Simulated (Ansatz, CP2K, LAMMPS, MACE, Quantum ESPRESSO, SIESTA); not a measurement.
**Structure and levels of amorphous 58HfO2-42Al2O3 (mol %) (92 atoms) across programs**

Aim: relax amorphous 58HfO2-42Al2O3 (mol %) (92 atoms), then compare forces, pressure and levels from several programs at that geometry.

All numbers are calculated, not measured.

## Step 1: The cell

The cell holds 92 atoms (14 Hf, 20 Al and 58 O), with edges of 10.42, 10.42 and 10.42 Å. Recipe: 92 atoms (14 Zr, 20 Al, 58 O) placed at random at 4.03 g/cm³, melted at 5000 K for 10 ps at fixed volume with the Morse and Coulomb pair potential with partial charges (Pedone, Malavasi, Menziani, Cormack and Segre, J. Phys. Chem. B 110, 11780 (2006)). Quenched from 5000 K to 300 K at 50 K/ps and fixed volume, held 5 ps, then minimised at fixed cell. Then Zr was replaced by Hf (the potential has no terms for the new elements, so the cell is a start for a DFT relaxation). Then the atoms were relaxed with MACE MPA-0 medium in the fixed cell. Then the atoms were relaxed with CP2K double zeta, PBE.

## Step 2: The relaxation

CP2K double zeta (DZVP-MOLOPT-SR, GTH-PBE potentials, 480 Ry; k-points Γ) took 13 geometry steps and reached its thresholds. It started from the geometry that MACE MPA-0 medium had relaxed.

The job ended after 12 min (4 MPI ranks of Intel Xeon Platinum 8488C (Sapphire Rapids), shared host; peak memory 3.3 GiB; 50 min of CPU time).

```
                                before          after
      energy (meV/atom)              0           -2.7
Hf-O bonds under 2.82 Å  87 at 2.140 Å  87 at 2.135 Å
Al-O bonds under 2.23 Å  86 at 1.823 Å  86 at 1.826 Å
```

Atoms moved by 0.03 Å r.m.s. and 0.07 Å at most, with the common shift taken off.

## Step 3: Local order after relaxation

Density 5.82 g/cm³, 12.29 Å³ an atom.

g(r), total and by pair (bins of 0.2 Å):

```
r (Å)  total   O-O  O-Al  O-Hf  Al-Al  Al-Hf  Hf-Hf
 1.70   1.12  0.00  4.12  0.00   0.00   0.00   0.00
 1.90   1.85  0.00  5.73  1.45   0.00   0.00   0.00
 2.10   1.42  0.00  0.19  7.12   0.00   0.00   0.00
 2.30   0.37  0.05  0.07  1.72   0.00   0.00   0.00
 2.50   0.44  0.89  0.07  0.37   0.00   0.00   0.00
 2.70   1.02  2.41  0.11  0.00   0.63   0.00   0.00
 2.90   1.24  2.58  0.27  0.07   0.81   1.31   0.00
 3.10   1.28  2.06  0.56  0.06   3.26   1.83   0.91
 3.30   1.01  1.01  0.81  0.31   2.13   2.67   2.08
 3.50   0.88  0.55  0.98  0.59   1.28   2.99   1.12
 3.70   0.82  0.49  1.19  0.73   0.17   2.02   1.00
 3.90   1.02  0.72  1.29  1.23   0.88   0.54   2.47
 4.10   1.02  0.74  1.43  1.45   0.13   0.38   1.10
 4.30   1.10  0.75  1.58  1.44   1.23   0.18   1.24
 4.50   0.99  0.55  1.32  1.48   1.32   0.79   0.22
 4.70   1.16  1.06  1.13  1.70   0.61   0.94   0.40
 4.90   1.01  1.05  0.86  1.32   0.66   1.07   0.37
 5.10   0.93  1.25  0.60  0.70   1.12   0.92   0.71
```

Bonds by pair of elements; cutoffs follow the first minimum of g(r), held within bounds set by covalent radii, and pairs that aren't listed don't count as bonded:

```
pair A-B  cutoff (Å)  bonds  mean length (Å)  spread (Å)  shortest (Å)  B about A  A about B
    O-Al        2.23     86             1.83       0.066          1.70       1.48        4.3
    O-Hf        2.82     87             2.13       0.116          1.92        1.5       6.21
```

How many atoms have how many bonded neighbours:

```
element  mean  2   3   4  5   6  7
     Al   4.3  0   0  14  6   0  0
     Hf  6.21  0   0   0  0  11  3
      O  2.98  5  49   4  0   0  0
```

Bond angles, per cent of each kind in bins of 5°:

```
angle (°)  O-Hf-O  O-Al-O  Al-O-Hf  Hf-O-Hf  Al-O-Al
    60–65     0.9     0.0      0.0      0.0      0.0
    65–70     3.1     0.0      0.0      0.0      0.0
    70–75     9.2     0.0      0.0      0.0      0.0
    75–80    11.0     1.4      0.0      0.0      0.0
    80–85    10.5     6.2      0.0      0.0      0.0
    85–90     9.2     9.7      2.0      2.6      2.7
    90–95     9.2     9.7      7.9      2.6      5.4
   95–100     7.9    11.1     10.9      7.9      2.7
  100–105     5.3    10.4     15.8     23.7      2.7
  105–110     4.8     7.6      8.9      5.3      8.1
  110–115     1.3    10.4      4.0      5.3      5.4
  115–120     0.9    11.1      5.9      0.0     21.6
  120–125     1.3     9.0     12.9      7.9     10.8
  125–130     1.8     2.8      7.9     10.5     18.9
  130–135     3.1     2.1      4.0     13.2      8.1
  135–140     3.5     2.8      5.0      7.9      0.0
  140–145     2.6     0.7      5.0      2.6      8.1
  145–150     2.6     0.0      3.0      5.3      5.4
  150–155     1.8     1.4      1.0      2.6      0.0
  155–160     3.1     0.7      2.0      2.6      0.0
  160–165     4.4     1.4      3.0      0.0      0.0
  165–170     1.3     0.0      0.0      0.0      0.0
  170–175     0.4     1.4      1.0      0.0      0.0
  175–180     0.9     0.0      0.0      0.0      0.0
```

Bond angles (no mean is given where the spread exceeds 20°):

```
  angle  count  mean (°)  spread (°)
 O-Hf-O    228         -           -
 O-Al-O    144       108        19.1
Al-O-Hf    101       117        19.7
Hf-O-Hf     38       119        18.4
Al-O-Al     37       121        14.4
```

Oxygen atoms by the number of network formers (Si, P, Ge, B, Al, As, Ga) bound to them:

```
network formers bound to O  O atoms  per cent
                         0        3       5.2
                         1       30      51.7
                         2       19      32.8
                         3        6      10.3
```

Network units: each former by its oxygen neighbours and how many of them bridge to another former:

```
former  O neighbours  bridging O  atoms
    Al             4           1      1
    Al             4           2      7
    Al             4           3      4
    Al             4           4      2
    Al             5           3      4
    Al             5           4      1
    Al             5           5      1
```

Bond length by coordination (bonds to H left out):

```
element  coordination  atoms  mean bond length (Å)
     Al             4     14                  1.79
     Al             5      6                  1.89
     Hf             6     11                  2.12
     Hf             7      3                  2.18
      O             2      5                  1.85
      O             3     49                  1.98
      O             4      4                  2.10
```

First main peaks of g(r), for some of the pairs, lie near 2.8 Å (O-O), 1.8 Å (O-Al), 2.1 Å (O-Hf), 3.2 Å (Al-Al) and 3.5 Å (Al-Hf). Counting bonds as in the table, 70 % of Al atoms have 4, 79 % of Hf atoms have 6 and 84 % of O atoms have 3 bonded neighbours. Counting bonds to Al alone, not to Hf, 33 % of the oxygens join two of these atoms and 52 % one; 10 % join three; 5 % join none. The commonest Al unit has 4 oxygens, 2 of them shared with other formers (7 of 20 atoms).

## Step 4: The plane-wave reference

Quantum ESPRESSO 7.5: Kohn-Sham DFT, PBE, SSSP efficiency 1.3.0 pseudopotentials, plane waves. Its input for the relaxed cell:

```
&control
  calculation = 'scf'
  pseudo_dir = './pseudo'
  outdir = './tmp'
  disk_io = 'none'
  tprnfor = .true.
  tstress = .true.
/
&system
  ibrav = 0
  nat = 92
  ntyp = 3
  ecutwfc = 60
  ecutrho = 480
  nosym = .true.
  occupations = 'smearing'
  smearing = 'fd'
  degauss = 0.003675
/
&electrons
  conv_thr = 4.6e-07
  electron_maxstep = 100
  mixing_beta = 0.4
  mixing_mode = 'plain'
  diagonalization = 'david'
/
ATOMIC_SPECIES
Hf 178.490 Hf.upf
Al 26.982 Al.upf
O 15.999 O.upf
CELL_PARAMETERS angstrom
10.41830 0.00000 0.00000
0.00000 10.41830 0.00000
0.00000 0.00000 10.41830
ATOMIC_POSITIONS crystal
Hf 0.94881 0.69785 0.05919
Hf 0.67197 0.53869 0.17627
Hf 0.34570 0.46149 0.67371
[... 87 atom lines left out ...]
O 0.39545 0.25803 0.69367
O 0.15577 0.04201 0.01223
K_POINTS gamma
```

Elapsed: 3.1 min, on 4 MPI ranks of Intel Xeon Platinum 8488C (Sapphire Rapids), shared host; peak memory 4.1 GiB; 12 min of CPU time.

## Step 5: All levels at this geometry

CPU times are from a shared host and are rough.

```
                level                    basis or training data  k-points  own r.m.s. force (meV/Å)  difference from the reference (meV/Å)  pressure (GPa)  Kohn-Sham gap (eV)  CPU time  memory (GiB)
              QE, PBE   plane waves, SSSP efficiency, 60/480 Ry         Γ                       137                                      -           -0.59                3.67    12 min           4.1
CP2K triple zeta, PBE     TZV2P-UZH, GTH-PBE potentials, 600 Ry         Γ                        98                                     82           -3.20                3.69    15 min           6.9
      SIESTA DZP, PBE  DZP orbitals, shift 0.01 Ry, mesh 400 Ry         Γ                       180                                    106            1.92                3.63   7.4 min           2.4
    MACE MPA-0 medium        trained on PBE(+U) plane-wave data         -                       169                                     85           -0.86                   -     7.6 s           1.2
```

The gap is the spacing of the highest filled and lowest empty Kohn-Sham level on the mesh; a dash marks partly filled levels, a spacing under 0.15 eV or a method without such levels.

## Step 6: Findings

Relaxation in the fixed cell lowers the energy by 3 meV/atom at its own level and moves atoms by up to 0.07 Å. The reference finds an r.m.s. force of 137 meV/Å there and a pressure of -0.59 GPa, at a geometry that CP2K double zeta made. Forces differ from the reference's by 82 meV/Å (CP2K triple zeta, PBE), 85 meV/Å (MACE MPA-0 medium) and 106 meV/Å (SIESTA DZP, PBE).

CP2K double zeta is at its own minimum here, so the reference's force is itself a measure of how the two differ. Pressures lie -0.3 GPa (MACE MPA-0 medium), -2.6 GPa (CP2K triple zeta, PBE) and +2.5 GPa (SIESTA DZP, PBE) from the reference's. The highest filled and lowest empty levels lie 3.67 eV apart in the reference, against 3.69 eV in CP2K triple zeta, PBE and 3.63 eV in SIESTA DZP, PBE. Counting bonds as in the table, 70 % of Al atoms have 4, 79 % of Hf atoms have 6 and 84 % of O atoms have 3 bonded neighbours.

**Limits.** The density was set by the recipe and held. One sample of a disordered cell; defect or tail levels can set the gap. Gaps are read on the mesh, which holds the band edges only if they fold onto it, and semilocal functionals tend to put them under measured ones. The quench rate of 50 K/ps is many orders above laboratory rates, so the cell is likely richer in defects and strain than a real sample. The reference samples only Γ, in a cell whose shortest periodic width is 10 Å. Spin–orbit coupling is left out, which matters for the levels of the heavy elements. The plane-wave runs aren't exact: their cutoffs and mesh weren't converged further here. SIESTA's automatically made basis is far from complete, and its potentials were converted by us (checked for H, C, O, Si, Ge and Ca alone). Where levels are smeared, the DFT runs use Fermi–Dirac occupations at 580 K (0.05 eV), and energies are free energies.

[Logs are printed without paths, hosts, clocks, repeated set-up lines and the standing remarks that a program may print on its own settings, such as how far it seeks lower states.]

[Hosts, paths, dates, database ids (printed as entryN), source tags and the programs' standing remarks are cut or masked in the printed files.]
